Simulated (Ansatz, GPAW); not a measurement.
# Screening of a field by Cs/Ti(0001)

How does Cs/Ti(0001) screen a perpendicular field?

Method: Ansatz plane waves; slab in vacuum with a dipole correction, relaxation, in the first sound run; inputs show where later runs differ, in GPAW 26.7.0 and Ansatz 0.2.0.

Report form: the programs' logs are mostly left out.

### Step 1. The starting structure

The cell holds 17 atoms: 16 Ti and 1 Cs. Cell: a = 5.900 Å, b = 5.900 Å, c = 28.912 Å, α = 90.0°, β = 90.0°, γ = 60.0°. Vacuum lies along c.

### Step 2. Relaxation

Forces are removed first; all later runs use this geometry. The lowest 12 atoms are held at bulk positions and keep their forces.

File input.yaml:

```yaml
crystal:
  lattice:
    - [5.9, 0.0, 0.0]
    - [2.95, 5.1095498823, 0.0]
    - [0.0, 0.0, 28.9119650788]
  atoms:
    - { symbol: Ti, position: [0.3333333334, 0.3333333334, 0.311289806] }
    - { symbol: Ti, position: [0.0, 0.0, 0.3923047074] }
    - { symbol: Ti, position: [0.3333333334, 0.3333333334, 0.4733196088] }
    - { symbol: Ti, position: [0.0, 0.0, 0.5543345102] }
    - { symbol: Ti, position: [0.3333333334, 0.8333333333, 0.311289806] }
    - { symbol: Ti, position: [0.0, 0.5, 0.3923047074] }
    - { symbol: Ti, position: [0.3333333334, 0.8333333333, 0.4733196088] }
    - { symbol: Ti, position: [0.0, 0.5, 0.5543345102] }
    - { symbol: Ti, position: [0.8333333334, 0.3333333334, 0.311289806] }
    - { symbol: Ti, position: [0.5, 0.0, 0.3923047074] }
    - { symbol: Ti, position: [0.8333333334, 0.3333333334, 0.4733196088] }
    - { symbol: Ti, position: [0.5, 0.0, 0.5543345102] }
    - { symbol: Ti, position: [0.8333333334, 0.8333333333, 0.311289806] }
    - { symbol: Ti, position: [0.5, 0.5, 0.3923047074] }
    - { symbol: Ti, position: [0.8333333334, 0.8333333333, 0.4733196088] }
    - { symbol: Ti, position: [0.5, 0.5, 0.5543345102] }
    - { symbol: Cs, position: [0.3333333333, 0.3333333333, 0.688710194] }
kpoints:
  mp_grid: { grid: [6, 6, 1] }
hamiltonian:
  xc: pbe
scf:
  occupations: { method: fermi_dirac, width: 0.1 }
efield:
  axis: 3
  dipole_correction: true
  ramp_width: 0.05
relax:
  f_tol: 0.02
  max_steps: 60
  constraints: [{ sites: [0, 1, 2, 4, 5, 6, 8, 9, 10, 12, 13, 14] }]
output:
  write_potential: true
  write_density: true
  volumetric_format: npy
```

Launch:

```bash
ansatz run input.yaml --threads 4 --pin off --max-ram 8192MiB --backend cpu --events-out ev --progress --plain --runs-dir out
```

The job ended after 2.4 min (4 threads of Arm Neoverse V1, shared host; peak memory 2.4 GiB; 9.7 min of CPU time).

The steps of the relaxation:

```
step  energy less that of the first step (eV)  largest force component (eV/Å)
   1                                   0.0000                          0.4360
   2                                  -0.1788                          0.3824
   3                                  -0.2141                          0.3132
   4                                  -0.2588                          0.0980
   5                                  -0.2621                          0.0421
   6                                  -0.2627                          0.0071
```

Forces are held to the 6 operations that the run works with; a distortion that breaks them can't arise in this run.

The atoms that moved most (Å):

```
atom      dx      dy      dz  length
Cs17   0.000   0.000  -0.557   0.557
Ti16  -0.007  -0.004  -0.156   0.156
Ti12   0.000   0.009  -0.156   0.156
 Ti8   0.007  -0.004  -0.156   0.156
 Ti4   0.000   0.000  -0.101   0.101
```

This step gave:

| Property | Result |
| --- | --- |
| free energy | -45659.3176 eV |
| smearing term TS | 1.003 eV |
| symmetry operations | 6 |
| upper work function | 1.602 eV |
| lower work function | 4.416 eV |
| dipole along the normal | 0.4688 e·Å |
| dipole field | 0.09733 V/Å |
| vacuum level above | 4.518 eV |
| vacuum level below | 7.332 eV |

The electrostatic potential energy of an electron (with the applied field's), less the Fermi level, planar mean oscillates, so the rows of the table below give means over windows of 1 Å about each position, cut where the curve ends. Its maxima inside the range that stand out by 2 % of the span (Å: eV): 2.2: 4.42, 10.1: -0.228, 12.6: -0.444, 14.7: -1.16, 17.6: 2.86. Its minima: 9.0: -12.8, 11.3: -12.5, 13.7: -12.5, 15.9: -12.7, 19.5: -2.71.

Table of electrostatic potential energy of an electron (with the applied field's), less the Fermi level, planar mean by z; means over each step:

```
z (Å)  electrostatic potential energy of an electron (with the applied field's), less the Fermi level, planar mean (eV)
    0                                                                                                              3.51
    1                                                                                                              4.36
    2                                                                                                              4.42
    3                                                                                                              4.42
    4                                                                                                              4.42
    5                                                                                                              4.41
    6                                                                                                              4.33
    7                                                                                                              3.63
    8                                                                                                             -1.76
    9                                                                                                             -11.3
   10                                                                                                             -2.53
   11                                                                                                             -9.24
   12                                                                                                             -5.87
   13                                                                                                             -5.55
   14                                                                                                             -9.55
   15                                                                                                             -3.98
   16                                                                                                             -11.0
   17                                                                                                            -0.432
   18                                                                                                              2.18
   19                                                                                                             -1.72
   20                                                                                                             -1.64
   21                                                                                                             0.907
   22                                                                                                              1.43
   23                                                                                                              1.55
   24                                                                                                              1.59
   25                                                                                                              1.60
   26                                                                                                              1.60
   27                                                                                                              1.60
   28                                                                                                              1.70
```

The valence density, planar mean oscillates, so the rows of the table below give means over windows of 2.39 Å about each position, cut where the curve ends. Its maxima inside the range that stand out by 2 % of the span (Å: e/Å³): 9.0: 1.49, 11.3: 1.48, 13.7: 1.49, 15.9: 1.49, 19.2: 0.149. Its minima: 10.1: 0.191, 12.6: 0.189, 14.7: 0.219, 17.9: 0.0386.

Valence density, planar mean against z; means over each step:

z (Å), valence density, planar mean (e/Å³) and a bar:
```
     3.58       0.00 
     5.97       0.00 
     8.36       0.59 ##########################
    10.75       0.68 ##############################
    13.14       0.68 ##############################
    15.53       0.68 ##############################
    17.92       0.08 ####
    20.31       0.07 ###
    22.70       0.00 
    25.09       0.00
```

The relaxation lowered the energy of the cell by 0.263 eV.

### Step 3. The slab's potential

The work function is the vacuum plateau of the electrostatic potential less the Fermi level; a dipole layer lets the two faces have plateaus of their own.

This step: GPAW, PAW setups; slab in vacuum (GPAW 26.7.0).

File run.py:

```python
import json
import numpy as np
from ase import Atoms
from gpaw import GPAW, PW

slab = Atoms(
    ['Ti', 'Ti', 'Ti', 'Ti', 'Ti', 'Ti', 'Ti', 'Ti', 'Ti', 'Ti', 'Ti', 'Ti', 'Ti', 'Ti', 'Ti', 'Ti', 'Cs'],
    positions=[
        [2.95000, 1.70318, 9.00000],
        [0.00000, 0.00000, 11.34230],
        [2.95000, 1.70318, 13.68460],
        [0.00000, 0.00000, 15.92600],
        [4.42500, 4.25796, 9.00000],
        [1.47500, 2.55477, 11.34230],
        [4.42500, 4.25796, 13.68460],
        [1.48248, 2.55046, 15.87098],
        [5.90000, 1.70318, 9.00000],
        [2.95000, 0.00000, 11.34230],
        [5.90000, 1.70318, 13.68460],
        [2.95000, 0.00864, 15.87098],
        [7.37500, 4.25796, 9.00000],
        [4.42500, 2.55477, 11.34230],
        [7.37500, 4.25796, 13.68460],
        [4.41752, 2.55046, 15.87098],
        [2.95000, 1.70318, 19.35483]],
    cell=[[5.9, 0.0, 0.0], [2.95, 5.10955, 0.0], [0.0, 0.0, 28.91197]],
    pbc=[True, True, False])

slab.calc = GPAW(mode=PW(400), xc='PBE', kpts={'size': (6, 6, 1), 'gamma': True},
                 occupations={'name': 'fermi-dirac', 'width': 0.1}, nbands='160%',
                 convergence={'density': 1e-05}, maxiter=200,
                 poissonsolver={'dipolelayer': 'xy'},
                 symmetry={'tolerance': 1e-3}, txt='slab.txt')
result = {}
energy = slab.get_potential_energy()
fermi = slab.calc.get_fermi_level()
v = slab.calc.get_electrostatic_potential().mean((0, 1)) - fermi
n = slab.calc.get_pseudo_density().mean((0, 1))
L = slab.cell[2, 2]
z = np.arange(len(v)) * L / len(v)
low, high = slab.positions[:, 2].min(), slab.positions[:, 2].max()
below, above = np.interp([low - 6.8, high + 6.8], z, v)
slopes = [np.interp(x, z, np.gradient(v, z)) for x in (low - 6.8, high + 6.8)]
eps = np.array([[slab.calc.get_eigenvalues(k, s) for k in range(len(slab.calc.get_ibz_k_points()))]
                for s in range(slab.calc.get_number_of_spins())]) - fermi
top, bottom = eps[eps < 0].max(), eps[eps > 0].min()
dipole = slab.get_dipole_moment()[2]
print(f'energy {energy:.4f} eV, Fermi level {fermi:.4f} eV, dipole {dipole:.5f} e A')
print(f'potential 6.8 A off the faces, from the Fermi level: lower {below:.4f} eV, upper {above:.4f} eV')
print(f'slope of the potential there: lower {slopes[0]:.5f}, upper {slopes[1]:.5f} eV/A')
print(f'nearest levels on the mesh: {top:.4f} and {bottom:.4f} eV')
print('magnetic moment', round(slab.get_magnetic_moment(), 3))
result.update(energy=energy, fermi=fermi, dipole=dipole, below=below, above=above, slopes=slopes, edges=[top, bottom],
              z=z.tolist(), v=v.tolist(), n=n.tolist(), positions=slab.positions.tolist(),
              forces=slab.get_forces(apply_constraint=False).tolist(), moments=slab.get_magnetic_moments().tolist())
json.dump(result, open('result.json', 'w'))
```

Launch:

```bash
OMP_NUM_THREADS=1 OPENBLAS_NUM_THREADS=1 python run.py
```

Run time: 26 min. Hardware: 1 thread; peak memory 0.78 GiB.

Numbers from this step:

| Property | Result |
| --- | --- |
| dipole along the normal | 0.4691 e·Å |
| levels nearest the Fermi level on the mesh | -0.03000, 3.64e-4 eV from the Fermi level |
| upper work function | 1.603 eV |
| lower work function | 4.422 eV |

The electrostatic potential energy of an electron (without an applied field's), less the Fermi level, planar mean oscillates, so the rows of the table below give means over windows of 1 Å about each position, cut where the curve ends. Its maxima inside the range that stand out by 2 % of the span (Å: eV): 0.5: 4.42, 10.2: -0.195, 12.5: -0.397, 14.8: -1.15, 17.7: 2.87. Its minima: 9.0: -19.7, 11.4: -19.5, 13.7: -19.4, 15.8: -19.5, 19.4: -9.60.

Electrostatic potential energy of an electron (without an applied field's), less the Fermi level, planar mean against z; means over each step:

z (Å), electrostatic potential energy of an electron (without an applied field's), less the Fermi level, planar mean (eV) and a bar from the least value:
```
        0        3.9 #############################
        1        4.4 ##############################
        2        4.4 ##############################
        3        4.4 ##############################
        4        4.4 ##############################
        5        4.4 ##############################
        6        4.3 ##############################
        7        3.6 #############################
        8       -1.7 #####################
        9      -15.4 
       10       -2.3 ####################
       11      -12.3 #####
       12       -6.8 #############
       13       -6.3 ##############
       14      -12.8 ####
       15       -4.0 #################
       16      -15.1 #
       17       -0.3 #######################
       18        2.2 ###########################
       19       -5.4 ###############
       20       -3.4 ##################
       21        0.9 #########################
       22        1.4 #########################
       23        1.6 ##########################
       24        1.6 ##########################
       25        1.6 ##########################
       26        1.6 ##########################
       27        1.6 ##########################
       28        1.6 ##########################
```

The pseudo valence density, planar mean oscillates, so the rows of the table below give means over windows of 2.36 Å about each position, cut where the curve ends. Its maxima inside the range that stand out by 2 % of the span (Å: e/Å³): 9.0: 1.62, 11.4: 1.62, 13.7: 1.62, 15.8: 1.61, 18.8: 0.157, 19.7: 0.156. Its minima: 10.3: 0.195, 12.4: 0.191, 14.8: 0.219, 18.0: 0.0394, 19.3: 0.106.

Table of pseudo valence density, planar mean by z; means over each step:

z (Å), pseudo valence density, planar mean (e/Å³) and a bar:
```
     3.54       0.00 
     5.90       0.00 
     8.26       0.56 ########################
    10.62       0.68 #############################
    12.98       0.68 #############################
    15.34       0.71 ##############################
    17.70       0.10 ####
    20.06       0.09 ####
    22.42       0.00 
    24.78       0.00
```

Force by atom:

```
atom  x (eV/Å)  y (eV/Å)  z (eV/Å)   size
 Ti1     0.000     0.000     0.546  0.546
 Ti2     0.000     0.000    -0.690  0.690
 Ti3     0.000     0.000    -0.001  0.001
 Ti4     0.000     0.000     0.013  0.013
 Ti5     0.001     0.000     0.542  0.542
 Ti6    -0.009     0.005    -0.712  0.712
 Ti7    -0.062     0.036     0.192  0.204
 Ti8    -0.002     0.001     0.024  0.024
 Ti9     0.000     0.001     0.542  0.542
Ti10     0.000    -0.011    -0.712  0.712
Ti11     0.000    -0.071     0.192  0.204
Ti12     0.000    -0.002     0.024  0.024
Ti13    -0.001     0.000     0.542  0.542
Ti14     0.009     0.005    -0.712  0.712
Ti15     0.062     0.036     0.192  0.204
Ti16     0.002     0.001     0.024  0.024
Cs17     0.000     0.000     0.003  0.003
```

The potential is flat to 8.4e-4 eV/Å where it is read, so the vacuum is wide enough. The geometry is the other program's minimum; here the largest force on a free atom is 0.024 eV/Å.

### Step 4. In a field

A uniform field along the normal polarises the slab; the atoms stay fixed, so this is the electronic response alone.

run.py, as its differences from that of step 3:

```diff
@@ -4,2 +4,3 @@
 from gpaw import GPAW, PW
+from gpaw.external import ConstantElectricField
 
@@ -32,2 +33,3 @@
                  poissonsolver={'dipolelayer': 'xy'},
+                 external=ConstantElectricField(-0.2, [0, 0, 1]),
                  symmetry={'tolerance': 1e-3}, txt='slab.txt')
```

It took 82 min on 1 thread; peak memory 1.5 GiB.

This step gave:

| Item | Value |
| --- | --- |
| dipole along the normal | -0.08970 e·Å |
| levels nearest the Fermi level on the mesh | -0.02988, 1.32e-4 eV from the Fermi level |
| potential below the slab, the applied field's own ramp left out | 2.878 eV from the Fermi level |
| potential above the slab, the applied field's own ramp left out | 3.409 eV from the Fermi level |

The electrostatic potential energy of an electron (without an applied field's), less the Fermi level, planar mean oscillates, so the rows of the table below give means over windows of 2.36 Å about each position, cut where the curve ends. Its maxima inside the range that stand out by 2 % of the span (Å: eV): 10.2: -1.05, 12.5: -0.782, 14.8: -1.08, 17.8: 3.51. Its minima: 9.0: -20.8, 11.4: -20.1, 13.7: -19.6, 15.8: -19.2, 19.4: -8.60.

Table of electrostatic potential energy of an electron (without an applied field's), less the Fermi level, planar mean by z; means over each step:

z (Å), electrostatic potential energy of an electron (without an applied field's), less the Fermi level, planar mean (eV) and a bar from the least value:
```
     1.18        2.9 #############################
     3.54        2.9 #############################
     5.90        2.7 ############################
     8.26       -7.7 ###
    10.62       -9.0 
    12.98       -8.6 #
    15.34       -8.8 #
    17.70        1.3 #########################
    20.06       -2.0 #################
    22.42        3.1 #############################
    24.78        3.4 ##############################
    27.14        3.4 ##############################
```

Force by atom:

```
atom  x (eV/Å)  y (eV/Å)  z (eV/Å)   size
 Ti1     0.000     0.000     0.542  0.542
 Ti2     0.000     0.000    -0.690  0.690
 Ti3     0.000     0.000     0.004  0.004
 Ti4     0.000     0.000     0.007  0.007
 Ti5     0.001    -0.001     0.539  0.539
 Ti6    -0.010     0.006    -0.713  0.713
 Ti7    -0.062     0.036     0.193  0.206
 Ti8    -0.004     0.002     0.018  0.018
 Ti9     0.000     0.001     0.539  0.539
Ti10     0.000    -0.011    -0.713  0.713
Ti11     0.000    -0.072     0.193  0.206
Ti12     0.000    -0.004     0.018  0.018
Ti13    -0.001    -0.001     0.539  0.539
Ti14     0.010     0.006    -0.713  0.713
Ti15     0.062     0.036     0.193  0.206
Ti16     0.004     0.002     0.018  0.018
Cs17     0.000     0.000     0.015  0.015
```

The dipole is now -0.0897 e Å, against 0.47 in the run without a field.

### Step 5. In a field

run.py, as its differences from that of step 4:

```diff
@@ -33,3 +33,3 @@
                  poissonsolver={'dipolelayer': 'xy'},
-                 external=ConstantElectricField(-0.2, [0, 0, 1]),
+                 external=ConstantElectricField(-0.1, [0, 0, 1]),
                  symmetry={'tolerance': 1e-3}, txt='slab.txt')
```

Elapsed: 83 min, on 1 thread; peak memory 1.5 GiB.

Numbers from this step:

```yaml
dipole_along_the_normal: 0.1992 e·Å
levels_nearest_the_fermi_level_on_the_mesh: -0.02992, 1.98e-4 eV from the Fermi level
potential_below_the_slab_the_applied_field_s_own_ramp_left_out: 3.648 eV from the Fermi level
potential_above_the_slab_the_applied_field_s_own_ramp_left_out: 2.450 eV from the Fermi level
```

The electrostatic potential energy of an electron (without an applied field's), less the Fermi level, planar mean oscillates, so the rows of the table below give means over windows of 2.36 Å about each position, cut where the curve ends. Its maxima inside the range that stand out by 2 % of the span (Å: eV): 0.5: 3.65, 10.2: -0.624, 12.5: -0.589, 14.8: -1.11, 17.7: 3.19. Its minima: 9.0: -20.2, 11.4: -19.8, 13.7: -19.5, 15.8: -19.3, 19.4: -9.10.

Electrostatic potential energy of an electron (without an applied field's), less the Fermi level, planar mean against z; means over each step:

z (Å), electrostatic potential energy of an electron (without an applied field's), less the Fermi level, planar mean (eV) and a bar from the least value:
```
     1.18        3.6 ##############################
     3.54        3.6 ##############################
     5.90        3.5 ##############################
     8.26       -7.1 ####
    10.62       -8.6 #
    12.98       -8.5 #
    15.34       -8.9 
    17.70        0.9 #######################
    20.06       -2.6 ###############
    22.42        2.2 ###########################
    24.78        2.4 ###########################
    27.14        2.5 ###########################
```

Force by atom:

```
atom  x (eV/Å)  y (eV/Å)  z (eV/Å)   size
 Ti1     0.000     0.000     0.546  0.546
 Ti2     0.000     0.000    -0.690  0.690
 Ti3     0.000     0.000     0.003  0.003
 Ti4     0.000     0.000     0.011  0.011
 Ti5     0.001    -0.001     0.542  0.542
 Ti6    -0.009     0.005    -0.713  0.713
 Ti7    -0.062     0.036     0.193  0.206
 Ti8    -0.003     0.002     0.022  0.023
 Ti9     0.000     0.001     0.542  0.542
Ti10     0.000    -0.011    -0.713  0.713
Ti11     0.000    -0.071     0.193  0.206
Ti12     0.000    -0.003     0.022  0.023
Ti13    -0.001    -0.001     0.542  0.542
Ti14     0.009     0.005    -0.713  0.713
Ti15     0.062     0.036     0.193  0.206
Ti16     0.003     0.002     0.022  0.023
Cs17     0.000     0.000     0.003  0.003
```

The dipole is now 0.199 e Å, against 0.47 in the run without a field.

[end of part 1 of 2]

[Logs are printed without paths, hosts, clocks, repeated set-up lines and the standing remarks that a program may print on its own settings, such as how far it seeks lower states.]

[Hosts, paths, dates, database ids (printed as entryN), source tags and the programs' standing remarks are cut or masked in the printed files.]
